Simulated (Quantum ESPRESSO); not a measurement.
# SiPb (Pm-3m): from the cell to the phonon bands, part 3 of 3

How does SiPb (Pm-3m) vibrate, and is this structure a minimum?

Quantum ESPRESSO 7.5; DFT LDA, scalar-relativistic, plane waves, PseudoDojo norm-conserving pseudopotentials.

So far, highest frequency (cm⁻¹): step 7 (interpolated phonon bands) 154. Also lowest frequency on the path (cm⁻¹): step 7 -51.5. The relaxed cell has a = 3.549 Å (conventional setting).

The structure was built from a prototype and need not be the compound's stable phase.

## Step 8: Density of states

Sums over the zone need many more wavevectors than were solved, so the interpolation is sampled on a dense mesh.

matdyn.in

```
&INPUT
  asr    = 'crystal'
  flfrc  = 'x.fc'
  dos    = .true.
  fldos  = 'x.dos'
  nk1    = 13
  nk2    = 13
  nk3    = 13
  deltaE = 0.3
/
```

On the command line:

```bash
> matdyn.x -in matdyn.in > matdyn.out
```

Numbers of over 12 decimals in the logs are rounded to 6 here.

What it wrote:

```text
[banner, memory and clock lines left out]
Program MATDYN v.7.5

 mass for atomic type   1 not given; uses mass from file x.fc
 mass for atomic type   2 not given; uses mass from file x.fc
 Norm of the difference between old and new effective charges:    0.000000

 Norm of the difference between old and new force-constants:   2.73878e-05

     Message from routine matdyn:
     Z* not found in file x.fc, TO-LO splitting at q=0 will be absent!

Note: The following floating-point exceptions are signalling: IEEE_UNDERFLOW_FLAG
```

Elapsed: 4.1 s, on 1 thread of Intel Xeon Platinum 8488C (Sapphire Rapids), shared host.

This step gave:

| Property | Result |
| --- | --- |
| share of modes beyond 3i cm⁻¹ on the dense interpolated mesh | 0.0352 |

The phonon density of states has structure finer than the step of the table below, so its rows give means over 5 cm⁻¹, whole bins alone (the curve runs from -49.6 to 154 cm⁻¹). Peaks (cm⁻¹: height): total 25.9: 0.0713, 99.2: 0.176; Pb 25.9: 0.0556, 65.5: 0.0397, 99.2: 0.0696; Si 99.2: 0.106.

Tetrahedra. Phonon density of states against wavenumber; means over each step; values in 1/cm⁻¹/cell:

| wavenumber (cm⁻¹) | total | Pb | Si |
| --- | --- | --- | --- |
| -45 | 0.00277 | 0.00114 | 0.00163 |
| -40 | 0.00408 | 0.00178 | 0.00231 |
| -35 | 0.00487 | 0.00221 | 0.00266 |
| -30 | 0.00513 | 0.00242 | 0.00271 |
| -25 | 0.00471 | 0.00235 | 0.00237 |
| -20 | 0.00484 | 0.00252 | 0.00232 |
| -15 | 0.00517 | 0.00279 | 0.00238 |
| -10 | 0.00521 | 0.00289 | 0.00232 |
| -5 | 0.00540 | 0.00308 | 0.00232 |
| 0 | 0.00593 | 0.00348 | 0.00244 |
| 5 | 0.00677 | 0.00416 | 0.00261 |
| 10 | 0.00902 | 0.00604 | 0.00298 |
| 15 | 0.0142 | 0.0103 | 0.00399 |
| 20 | 0.0248 | 0.0188 | 0.00602 |
| 25 | 0.0585 | 0.0456 | 0.0130 |
| 30 | 0.0636 | 0.0519 | 0.0117 |
| 35 | 0.0637 | 0.0534 | 0.0103 |
| 40 | 0.0611 | 0.0509 | 0.0102 |
| 45 | 0.0575 | 0.0476 | 0.00990 |
| 50 | 0.0337 | 0.0275 | 0.00612 |
| 55 | 0.0421 | 0.0341 | 0.00799 |
| 60 | 0.0429 | 0.0366 | 0.00629 |
| 65 | 0.0432 | 0.0364 | 0.00679 |
| 70 | 0.0250 | 0.0176 | 0.00745 |
| 75 | 0.0188 | 0.00894 | 0.00983 |
| 80 | 0.0200 | 0.00381 | 0.0162 |
| 85 | 0.0238 | 0.00189 | 0.0219 |
| 90 | 0.0193 | 0.00198 | 0.0173 |
| 95 | 0.0355 | 0.00876 | 0.0267 |
| 100 | 0.123 | 0.0455 | 0.0773 |
| 105 | 0.0734 | 0.0202 | 0.0532 |
| 110 | 0.0587 | 0.0120 | 0.0468 |
| 115 | 0.0526 | 0.00814 | 0.0445 |
| 120 | 0.0480 | 0.00596 | 0.0420 |
| 125 | 0.0358 | 0.00454 | 0.0312 |
| 130 | 0.0286 | 0.00364 | 0.0249 |
| 135 | 0.0235 | 0.00296 | 0.0206 |
| 140 | 0.0191 | 0.00236 | 0.0167 |
| 145 | 0.0146 | 0.00178 | 0.0128 |
| 150 | 0.00909 | 0.00109 | 0.00799 |

## Step 9: Zone-centre analysis

A rigid shift of the crystal must cost nothing, but grids and finite bases break this; the acoustic sum rule is imposed before the matrix is diagonalised again.

dynmat.in

```
&INPUT
  fildyn = 'x.dyn1'
  asr    = 'simple'
  fileig = 'dynmat.eig'
/
```

On the command line:

```bash
> dynmat.x -in dynmat.in > dynmat.out
```

What it wrote:

```text
[banner, memory and clock lines left out]
Program DYNMAT v.7.5

     Reading Dynamical Matrix from file x.dyn1
     ...Force constants read
     ...epsilon and Z* not read (not found on file)
     A direction for q was not specified:TO-LO splitting will be absent

     Polarizability (A^3 units)
     multiply by 1.000000 for Clausius-Mossotti correction
         0.000000    0.000000    0.000000
         0.000000    0.000000    0.000000
         0.000000    0.000000    0.000000

     IR activities are in (D/A)^2/amu units

# mode   [cm-1]    [THz]      IR
    1     -0.00   -0.0000    0.0000
    2     -0.00   -0.0000    0.0000
    3     -0.00   -0.0000    0.0000
    4    154.17    4.6220    0.0000
    5    154.17    4.6220    0.0000
    6    154.17    4.6220    0.0000
```

Wall time 0.73 s (1 thread).

Unit eigenvectors of the mass-weighted matrix after the sum rule; no LO-TO term. Modes at Γ, with each element's share of the kinetic energy:

| mode | frequency (cm⁻¹) | symmetry | Pb % | Si % |
| --- | --- | --- | --- | --- |
| 1 | 0.0 | acoustic | 88 | 12 |
| 2 | 0.0 | acoustic | 88 | 12 |
| 3 | 0.0 | acoustic | 88 | 12 |
| 4 | 154.2 | T1u | 12 | 88 |
| 5 | 154.2 | T1u | 12 | 88 |
| 6 | 154.2 | T1u | 12 | 88 |

Displacements in mode 5 (154.2 cm⁻¹), the largest set to 1:
```
Pb1  0.00  0.00 -0.14
Si2  0.00  0.00  1.00
```

The rule moves no optical mode by more than 0.1 cm⁻¹.

## Step 10: Sum rules set otherwise (asr no)

Without the rule the raw error of the acoustic modes shows.

dynmat.in

```
&INPUT
  fildyn = 'x.dyn1'
  asr    = 'no'
  fileig = 'dynmat.eig'
/
```

On the command line:

```bash
> dynmat.x -in dynmat.in > dynmat.out
```

What it wrote:

```text
[banner, memory and clock lines left out]
Program DYNMAT v.7.5

     Reading Dynamical Matrix from file x.dyn1
     ...Force constants read
     ...epsilon and Z* not read (not found on file)
     A direction for q was not specified:TO-LO splitting will be absent

     Polarizability (A^3 units)
     multiply by 1.000000 for Clausius-Mossotti correction
         0.000000    0.000000    0.000000
         0.000000    0.000000    0.000000
         0.000000    0.000000    0.000000

     IR activities are in (D/A)^2/amu units

# mode   [cm-1]    [THz]      IR
    1     -1.89   -0.0567    0.0000
    2     -1.89   -0.0567    0.0000
    3     -1.89   -0.0567    0.0000
    4    154.16    4.6216    0.0000
    5    154.16    4.6216    0.0000
    6    154.16    4.6216    0.0000
```

Elapsed: 0.82 s, on 1 thread.

Zone-centre frequencies as printed; negative means imaginary. Modes:

| mode | frequency (cm⁻¹) |
| --- | --- |
| 1 | -1.89 |
| 2 | -1.89 |
| 3 | -1.89 |
| 4 | 154.2 |
| 5 | 154.2 |
| 6 | 154.2 |

Against the first rule no mode moves by more than 1.9 cm⁻¹.

## Step 11: Sum rules set otherwise: a sum rule for molecules or wires on a crystal

This rule also removes rotations, which suits wires and not a crystal; it is tried to see the harm.

dynmat.in

```
&INPUT
  fildyn = 'x.dyn1'
  asr    = 'one-dim'
  fileig = 'dynmat.eig'
/
```

On the command line:

```bash
> dynmat.x -in dynmat.in > dynmat.out
```

What it wrote:

```text
[banner, memory and clock lines left out]
Program DYNMAT v.7.5

     Reading Dynamical Matrix from file x.dyn1
     ...Force constants read
     ...epsilon and Z* not read (not found on file)
asr rotation axis in 1D system=    3
     Acoustic Sum Rule: || Z*(ASR) - Z*(orig)|| =    0.000000E+00
     Acoustic Sum Rule: ||dyn(ASR) - dyn(orig)||=    8.895753E-02
     A direction for q was not specified:TO-LO splitting will be absent

     Polarizability (A^3 units)
     multiply by 1.000000 for Clausius-Mossotti correction
         0.000000    0.000000    0.000000
         0.000000    0.000000    0.000000
         0.000000    0.000000    0.000000

     IR activities are in (D/A)^2/amu units

# mode   [cm-1]    [THz]      IR
    1     -0.00   -0.0000    0.0000
    2     -0.00   -0.0000    0.0000
    3      0.00    0.0000    0.0000
    4      0.00    0.0000    0.0000
    5    154.15    4.6212    0.0000
    6    154.15    4.6212    0.0000
```

Elapsed: 0.72 s, on 1 thread.

The program raised no error, yet the settings are not those of a careful run.

The fault: a sum rule for molecules or wires on a crystal; 1 optical mode is projected out to zero frequency, as if it were a rotation.

For a crystal the rule has to be 'simple' or 'crystal'.

Zone-centre frequencies as printed; negative means imaginary. Modes:

| mode | frequency (cm⁻¹) |
| --- | --- |
| 1 | 0 |
| 2 | 0 |
| 3 | 0 |
| 4 | 0 |
| 5 | 154.2 |
| 6 | 154.2 |

## Step 12: The dispersion under another sum rule (asr no)

The sum rule corrects the force constants themselves, so it can shift branches at any wavevector, low ones most.

matdyn.in

```
&INPUT
  asr              = 'no'
  flfrc            = 'x.fc'
  flfrq            = 'x.freq'
  flvec            = 'x.modes'
  q_in_band_form   = .true.
  q_in_cryst_coord = .true.
/
8
  0.0000000   0.0000000   0.0000000   8  ! GAMMA
  0.0000000   0.5000000   0.0000000   8  ! X
  0.5000000   0.5000000   0.0000000   8  ! M
  0.0000000   0.0000000   0.0000000   8  ! GAMMA
  0.5000000   0.5000000   0.5000000   8  ! R
  0.0000000   0.5000000   0.0000000   1  ! X
  0.5000000   0.5000000   0.5000000   8  ! R
  0.5000000   0.5000000   0.0000000   1  ! M
```

On the command line:

```bash
> matdyn.x -in matdyn.in > matdyn.out
```

What it wrote:

```text
[banner, memory and clock lines left out]
Program MATDYN v.7.5

 mass for atomic type   1 not given; uses mass from file x.fc
 mass for atomic type   2 not given; uses mass from file x.fc
     Message from routine matdyn:
     Z* not found in file x.fc, TO-LO splitting at q=0 will be absent!
     Message from routine matdyn:
     Z* not found in file x.fc, TO-LO splitting at q=0 will be absent!

Note: The following floating-point exceptions are signalling: IEEE_UNDERFLOW_FLAG
```

The job ended after 0.83 s (1 thread).

At the labelled points the branches move by no more than 2.0 cm⁻¹.

## Step 13: Summary of results

| Quantity | Value |
| --- | --- |
| space group after relaxation | Pm-3m |
| volume per atom | 22.3 Å³ |
| highest optical zone-centre mode (no LO-TO term) | 154.2 cm⁻¹ |
| q mesh | 2×2×2 |
| lowest mode on the q mesh (acoustic ones at the zone centre apart) | -51.5 cm⁻¹ |
| imaginary modes on the q mesh | yes |

SiPb (Pm-3m) is unstable: a mode solved on the 2×2×2 mesh is imaginary, 52i cm⁻¹; its spectrum reaches 154 cm⁻¹. At the LDA level the optical modes of SiPb (Pm-3m) at the zone centre lie at 154 cm⁻¹. The most unstable solved mode lies at q = (0, -0.5, -0.5), on the zone boundary, so the distortion that it points to doubles the cell. These are harmonic frequencies at zero temperature: anharmonic shifts and linewidths and thermal expansion are left out. Spin-orbit coupling is left out, which can matter for the heavy elements here. In a metal the frequencies hang on the k mesh and the smearing, most of all near Kohn anomalies. The q mesh stands for a supercell only 7.1 Å across, so branches between the solved wavevectors are rough. The structure is a hypothetical one, built on a prototype.

[Host names and launcher messages were left out of these logs when they were recorded.]

[Logs are printed without paths, hosts, clocks, repeated set-up lines and the standing remarks that a program may print on its own settings, such as how far it seeks lower states.]

[Hosts, paths, dates, database ids (printed as entryN), source tags and the programs' standing remarks are cut or masked in the printed files.]
